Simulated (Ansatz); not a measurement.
**Resistivity from frozen vibrations: Al(111) with 4 thermally displaced layers, 2x2**

Aim: the resistivity of Al at 800 K from frozen thermal displacements between perfect leads.

Method: Ansatz plane-wave DFT, PBE, PAW files; ballistic transport by layer matching (Landauer), zero bias; PAW set soft_1, in Ansatz 0.2.0.

### 1. The starting structure

The cell holds 40 atoms: 40 Al. Its edges and angles: a = 5.725 Å, b = 5.725 Å, c = 23.429 Å, α = 93.5°, β = 86.5°, γ = 120.0°. It derives from Al. Regions: lead, 24 atoms (24 Al); scattering region, 16 atoms (16 Al). The structure is stacked along c, and the current runs across the ab planes.

### 2. With 4 displaced layers

Each atom of 4 layers is moved at random, by amounts drawn from a normal law 0.1541 Å wide in each direction from the Debye model (428 K) at 800 K. The layers about the cell's end stay perfect and serve as the lead. Disorder leaves little or no symmetry, which makes such runs dear. Energies from -0.05 to 0.05 eV in steps of 0.05 eV are too few for the program's thermal sum, so it prints no conductance; for a metal the transmission near the Fermi level serves, at a fraction of the cost.

input.yaml reads:

```yaml
crystal:
  lattice:
    - [5.7246940741, 0.0, 0.0]
    - [-2.862347037, 4.957730497, 0.0]
    - [1.4311735185, -0.8262884162, 23.3709656917]
  atoms:
    - { symbol: Al, position: [0.9916666667, 0.0083333333, 0.05] }
    - { symbol: Al, position: [0.9916666667, 0.5083333333, 0.05] }
    - { symbol: Al, position: [0.4916666667, 0.0083333333, 0.05] }
    - { symbol: Al, position: [0.4916666667, 0.5083333333, 0.05] }
    - { symbol: Al, position: [0.1416666667, 0.3583333333, 0.15] }
    - { symbol: Al, position: [0.1416666667, 0.8583333333, 0.15] }
    - { symbol: Al, position: [0.6416666667, 0.3583333333, 0.15] }
    - { symbol: Al, position: [0.6416666667, 0.8583333333, 0.15] }
    - { symbol: Al, position: [0.2916666667, 0.2083333333, 0.25] }
    - { symbol: Al, position: [0.2916666667, 0.7083333333, 0.25] }
    - { symbol: Al, position: [0.7916666667, 0.2083333333, 0.25] }
    - { symbol: Al, position: [0.7916666667, 0.7083333333, 0.25] }
    - { symbol: Al, position: [0.9422941797, 0.0549313268, 0.354222238] }
    - { symbol: Al, position: [0.9357686796, 0.5420824864, 0.3523839575] }
    - { symbol: Al, position: [0.4922548464, 0.0869945725, 0.3453603489] }
    - { symbol: Al, position: [0.3978765319, 0.5390078741, 0.3502724578] }
    - { symbol: Al, position: [0.0270566884, 0.4001644382, 0.4417858425] }
    - { symbol: Al, position: [0.0638474077, 0.8910706465, 0.4479146669] }
    - { symbol: Al, position: [0.6190873303, 0.4405925743, 0.4491525847] }
    - { symbol: Al, position: [0.6177224381, 0.8880458628, 0.4523174683] }
    - { symbol: Al, position: [0.2682617852, 0.2604381914, 0.545098189] }
    - { symbol: Al, position: [0.2095032555, 0.7443495367, 0.5514517229] }
    - { symbol: Al, position: [0.7114168715, 0.2516573658, 0.5489502466] }
    - { symbol: Al, position: [0.7591689546, 0.7653952552, 0.5523429342] }
    - { symbol: Al, position: [0.8711930378, 0.1051664903, 0.6551686664] }
    - { symbol: Al, position: [0.9106340279, 0.5708661124, 0.6599811374] }
    - { symbol: Al, position: [0.4397420824, 0.132906451, 0.6517435277] }
    - { symbol: Al, position: [0.4037204098, 0.6558014054, 0.6629237733] }
    - { symbol: Al, position: [0.0416666667, 0.4583333333, 0.75] }
    - { symbol: Al, position: [0.0416666667, 0.9583333333, 0.75] }
    - { symbol: Al, position: [0.5416666667, 0.4583333333, 0.75] }
    - { symbol: Al, position: [0.5416666667, 0.9583333333, 0.75] }
    - { symbol: Al, position: [0.1916666667, 0.3083333333, 0.85] }
    - { symbol: Al, position: [0.1916666667, 0.8083333333, 0.85] }
    - { symbol: Al, position: [0.6916666667, 0.3083333333, 0.85] }
    - { symbol: Al, position: [0.6916666667, 0.8083333333, 0.85] }
    - { symbol: Al, position: [0.8416666667, 0.1583333333, 0.95] }
    - { symbol: Al, position: [0.8416666667, 0.6583333333, 0.95] }
    - { symbol: Al, position: [0.3416666667, 0.1583333333, 0.95] }
    - { symbol: Al, position: [0.3416666667, 0.6583333333, 0.95] }
kpoints:
  mp_grid: { grid: [5, 5, 1] }
hamiltonian:
  xc: pbe
  pseudopotentials: { kind: paw, azcp: { folder: soft_1 } }
scf:
  occupations: { method: fermi_dirac, width: 0.1 }
output:
  transmission:
    leads: [[0, 4]]
    kmesh: [10, 10]
    e_range: [-0.05, 0.05]
    de: 0.05
  write_potential: true
  write_density: true
  volumetric_format: npy
  elf: true
```

Started as:

```sh
> ansatz run input.yaml --threads 4 --pin off --max-ram 15360MiB --backend cpu --events-out ev --progress --plain --runs-dir out
```

Numbers of over 12 decimals in the logs are rounded to 6 here.

Output:

```text
Engine: ansatz 0.2.0, aarch64-unknown-linux-gnu
Pseudopotentials: kind: paw
Pseudopotential: Al, paw, valence charge 3, recommended cutoff 420 eV (normal), soft_1/Al.paw.azcp
Functional definition: PBE
  parameter kappa = 0.804
  parameter beta = 0.066725
  exchange = pbe_x(kappa = kappa, mu = beta*pi^2/3)
  correlation = pbe_c(beta = beta)
Crystal: 40 atoms, lattice volume = 663.303 Å³
Basis set: ecut = 420 eV, 13043 PW (Γ)
Bands: 100, of which v1, the nominal top of the filled ones, is band 60 counted from 1 (59 counted from 0)
Symmetry: 1 space group operations
Space group: P1 (ITA 1), of the structure as read, at distance tolerance 8.7e-5 Å
k-points: 13 of 25 (time reversal used)
Non-local potential: Al, projectors of the file, l = 0: 2, l = 1: 2, l = 2: 1
PAW form: soft (Blöchl's): semilocal exchange-correlation on the pseudo side does not see the compensation charge
PAW one-centre angular grid: Al, 110 points (default); XC on 64 Gauss nodes
Initial density: superposition of atomic densities (chi_scale 0.1, normalization cell)
Initial wavefunctions: pseudopotential atomic-orbital guess
Functional: x = pbe(κ = 0.804, μ = 0.219515), c = pbe(β = 0.066725)
SCF iter   1: F=—  HF=-21499.675785 eV  |F-HF|=—  |Δ(HF+E_count)|=         —  Δρ=2.50e-2  dr2=7.51e0  ethr=3.10e-3  ⟨swp⟩=6.5  Hψ=6131  notcnv=0  defer=32
preconditioner: auto → Kerker (q_TF=auto, 2.052 Å⁻¹)  [metal: Δε(μ)=0.014 eV  Ē_g=6.746 eV  σ=0.100 eV  W_gap=0.03  n_scr=86 (ndim 8)  ℏωp=15.8 eV  f_vac=0.000  D(μ)=19.40/eV (n_scr^D=134)]
SCF iter   2: F=—  HF=-21498.513259 eV  |F-HF|=—  |Δ(HF+E_count)|=    1.16e0  Δρ=1.60e-2  dr2=2.52e0  ethr=3.10e-3  ⟨swp⟩=1.3  Hψ=1518  notcnv=0  defer=62
SCF iter   3: F=—  HF=-21497.522411 eV  |F-HF|=—  |Δ(HF+E_count)|=   9.91e-1  Δρ=2.07e-3  dr2=4.39e-2  ethr=2.10e-3  ⟨swp⟩=3.0  Hψ=2119  notcnv=0  defer=105
SCF iter   4: F=—  HF=-21497.505817 eV  |F-HF|=—  |Δ(HF+E_count)|=   1.66e-2  Δρ=3.43e-4  dr2=2.34e-3  ethr=3.66e-5  ⟨swp⟩=1.1  Hψ=1278  notcnv=0  defer=105
SCF iter   5: F=—  HF=-21497.505240 eV  |F-HF|=—  |Δ(HF+E_count)|=   5.77e-4  Δρ=5.02e-5  dr2=8.30e-5  ethr=1.95e-6  ⟨swp⟩=1.0  Hψ=1195  notcnv=0  defer=105
SCF iter   6: F=—  HF=-21497.505256 eV  |F-HF|=—  |Δ(HF+E_count)|=   1.66e-5  Δρ=1.06e-5  dr2=1.71e-6  ethr=6.92e-8  ⟨swp⟩=2.3  Hψ=1973  notcnv=0  defer=105
SCF iter   7: F=-21497.505256 eV  HF=-21497.505256 eV  |F-HF|=5.98e-8  |Δ(HF+E_count)|=   3.70e-7  Δρ=2.04e-6  dr2=8.48e-8  ethr=8.33e-11  ⟨swp⟩=14.8  Hψ=5795  notcnv=0
SCF 1 converged in 7 iterations: F = -21497.505256 eV  dr2 = 8.48e-8
  greatest PAW one-centre occupation: 0.463 electrons in one spin orbital (limit 2), on the Al atom at site 18 (counted from 0), in its partial waves of l = 0
transmission: 159 of 1508 steps passed
transmission: 306 of 1508 steps passed
[...]
transmission: 1508 of 1508 steps passed
SCF converged after 7 iterations
Free energy (F): -21497.505256 eV
Harris-Foulkes:  -21497.505256 eV  (|F-HF|=5.98e-8)
Internal energy: -21496.864619 eV  (E = F + TS)
E sigma→0 (E₀):  -21497.184937 eV
Entropy (-TS):   -0.640637 eV (-16.016 meV/atom)
Fermi energy:    7.906762 eV
--- Per-component energies (eV) ---
  E_band       = 412.841163
  E_kinetic    = 904.580813
  E_local      = 378.933179  (includes V_loc(G=0)·N_el)
  E_nonlocal   = 403.366242
  E_hartree    = 17.318999
  E_xc         = -1508.301808
  E_vxc        = -1167.651058  (∫ρ·V_xc dr)
  E_paw        = -18777.630600  (= ΣΔE_a)
  E_vpaw       = -141.026361  (= ΣTr[D̂ρ^β])
  E_aug_tail   = -0.000082  (compensation charges beyond the density's cutoff)
  E_ewald      = -2915.131361
  E_smearing   = -0.640637  (= −TS)
  E_closure    = 0.000000  (closes the sum)
  Σ components = -21497.505256   (vs F -21497.505256, Δ=0.00e0)
--- Band table (eV; the first three rows and the last of 13) ---
  k-point 0: bands = [... 56 lower, 6.3898, 6.6615, 6.7248, 6.7510, 6.7988, 7.0899, 7.1547, 7.1958, ... 36 higher]
  k-point 1: bands = [... 56 lower, 6.7504, 6.8577, 7.0393, 7.1511, 7.3092, 7.3961, 7.5211, 7.5857, ... 36 higher]
  k-point 2: bands = [... 56 lower, 7.8329, 7.8719, 7.9558, 8.0218, 8.1294, 8.1471, 8.2788, 8.3348, ... 36 higher]
  k-point 12: bands = [... 56 lower, 7.4624, 7.5798, 7.7756, 7.8986, 7.9444, 7.9898, 8.0617, 8.1248, ... 36 higher]
--- Transmission ---
  basis      : 253 plane waves across, 29 finite elements along
  points     : 52, standing for a mesh of 10 x 10
  energies   : 3 from -0.050000 to 0.050000 eV about the Fermi level, 0.050000 eV apart; the leads are filled to 0.000000 eV, and channels, transmission and decay are at 0.000000 eV
  crystal 0  : Al4, at the sites [0, 4], period 2.3371 Å, over 14.02 Å; its Hamiltonian steps by up to 17.7 meV
    offset         : up to 0.0000 Å between an atom of the period and one for which it stands
    channels       : 5.410000e0 a spin
    conductance    : none, the energies end too early or step too widely for 300 K: set another output.transmission.e_range or a lower de, or, where they end at an eighth of basis.ecutwfc, a higher one
  junction   : crystal 0 to crystal 0, 0.70 to 21.73 Å
    transmission   : 4.618572e0 a spin
    conductance    : none, the energies end too early or step too widely for 300 K: set another output.transmission.e_range or a lower de, or, where they end at an eighth of basis.ecutwfc, a higher one
```

Run time: 7.3 min. Hardware: 4 threads of Arm Neoverse V1, shared host; peak memory 1.7 GiB; 24 min of CPU time.

This step gave:

- free energy: -21497.5053 eV
- energy at zero smearing: -21497.1849 eV
- Fermi energy: 7.907 eV
- cell area: 28.38 Å²
- transmission per spin nearest the Fermi level: 4.619
- open channels per spin nearest the Fermi level: 5.41
- step of the lead's potential: 17.7 meV

Per spin. The transmission, zone mean by energy, zero at the Fermi level:

```tsv
energy (eV)	transmission, zone mean
-0.0500	4.55
0.0000	4.62
0.0500	4.74
```

Per spin. Open channels, zone mean, lead against energy, zero at the Fermi level:

```tsv
energy (eV)	open channels, zone mean, lead
-0.0500	5.29
0.0000	5.41
0.0500	5.59
```

Transmission over k1 and k2. At 0.0000 eV from the Fermi level.

Ten even steps from '_' (2.92) to '@' (6.74):
```
--==++..====--__..__
::==--@@@@--==__..::
....@@@@##@@@@__..__
--==@@%%######@@==--
..----@@##@@##@@----
----==@@######%%@@==
..__..__@@@@##@@@@..
::::..__==--@@@@--==
--__..__--====..++==
..--__..--..--..__--
```
Columns: k1 (b1) from -0.5 to 0.4; rows upwards: k2 (b2) from -0.5 to 0.4.

Open channels over k1 and k2. At 0.0000 eV from the Fermi level.

Ten even steps from '_' (3.00) to '@' (7.00):
```
++####++####++__::__
::##++@@@@++##::::::
::++@@@@@@@@@@++::__
++##@@@@####@@@@##++
::##++@@##@@##@@++##
++++##@@@@####@@@@##
::__::++@@@@@@@@@@++
::::::::##++@@@@++##
++__::__++####++####
::++::::++::++::::++
```
Columns: k1 (b1) from -0.5 to 0.4; rows upwards: k2 (b2) from -0.5 to 0.4.

ELF in the cb plane at fractional x = 0.027, with atoms of Al within 0.2 Å of it. It is the smooth field of the valence electrons, not physical close to the nuclei.

Ten even steps from '0' (0.06) to '9' (0.72), each cell a mean:
```
76556787656678999610267788753234567850504887
46777887544578898301067789863223567861016878
15888887544578888400267789975345677886567777
35777887545678888755666689987677667888876666
76656788667643688899765678998886336888876667
75434688778400488999754578888885237888667778
75334688777411599876765679876665569984126878
76445787666545898411476678754357899960304887
66666887544578997131276677642247899950204888
25878886433568897110376566532247888863136778
25888887533578998634665567643467787777777667
56766887555666788887643467765676567778876566
76545787767511378777543467876787567778876667
75334688778400278887654578876678888887557778
75334688777522699976666678864456788871005887
```
Columns run along c (16.0 Å, from fractional 0.16 to 0.84 of the cell), rows up along b (5.7 Å). Atoms in or near the plane, at fractional coordinates: Al at (0.44, 0.40), Al at (0.45, 0.89), Al at (0.75, 0.46), Al at (0.75, 0.96).

Valence density in the cb plane at fractional x = 0.027, with atoms of Al within 0.2 Å of it. It is the smooth field of the valence electrons, not physical close to the nuclei.

Values in e/Å³, 8 rows by 16 columns, each cell a mean:
```
0.19 0.18 0.19 0.14 0.18 0.22 0.16 0.15 0.20 0.20 0.11 0.12 0.17 0.14 0.13 0.20
0.18 0.20 0.19 0.13 0.17 0.20 0.18 0.17 0.20 0.23 0.15 0.15 0.19 0.21 0.19 0.19
0.18 0.16 0.19 0.17 0.16 0.21 0.25 0.21 0.18 0.23 0.19 0.18 0.21 0.22 0.19 0.18
0.16 0.14 0.19 0.19 0.16 0.25 0.25 0.20 0.17 0.20 0.16 0.20 0.27 0.21 0.16 0.19
0.19 0.17 0.19 0.16 0.21 0.28 0.13 0.14 0.16 0.15 0.11 0.19 0.26 0.16 0.13 0.20
0.18 0.20 0.19 0.14 0.20 0.25 0.18 0.16 0.14 0.14 0.12 0.18 0.21 0.20 0.19 0.19
0.18 0.16 0.19 0.17 0.17 0.21 0.21 0.15 0.13 0.16 0.14 0.17 0.19 0.20 0.19 0.18
0.16 0.14 0.19 0.18 0.15 0.20 0.22 0.18 0.16 0.18 0.13 0.16 0.18 0.18 0.16 0.19
```
Columns run along c (16.0 Å, from fractional 0.16 to 0.84 of the cell), rows up along b (5.7 Å). Atoms in or near the plane, at fractional coordinates: Al at (0.44, 0.40), Al at (0.45, 0.89), Al at (0.75, 0.46), Al at (0.75, 0.96).

Electrostatic potential energy in the cb plane at fractional x = 0.027, with atoms of Al within 0.2 Å of it. With pseudopotentials it is smooth inside the atoms' cores, unlike the true potential.

Ten even steps from '0' (-9 eV) to '9' (10 eV), each cell a mean:
```
46899888998633575124037988899999999606970589
01688778999888884089317888899999999612621688
10488777999988885056137887789998778751015886
00588778999754676300268875578974225787678974
25799888997200167755789852368850002788788975
78999888985022047777899853368840101674336887
89999888985022046422479876678851014630212688
77999888986201353043058988899985457615960589
13788878998755761398148999999998788605951589
00588777899888872286058999999998778730203787
10588777899866774110379998999975357874347885
02688878998510267655799988899851026888788974
57899888986012037888999987889851026887668885
89999888985035037877899987899874357862014788
88999888986100157521368988899998788712730689
```
Columns run along c (16.0 Å, from fractional 0.16 to 0.84 of the cell; values clipped at the 3rd and 97th percentile), rows up along b (5.7 Å). Atoms in or near the plane, at fractional coordinates: Al at (0.44, 0.40), Al at (0.45, 0.89), Al at (0.75, 0.46), Al at (0.75, 0.96).

Over the solved energies the transmission per spin lies between 4.55 and 4.74, out of 5.43 channels of the lead on average (up to 5.59).

(Continued in part 2 of 2.)

[Logs are printed without paths, hosts, clocks, repeated set-up lines and the standing remarks that a program may print on its own settings, such as how far it seeks lower states.]

[Hosts, paths, dates, database ids (printed as entryN), source tags and the programs' standing remarks are cut or masked in the printed files.]
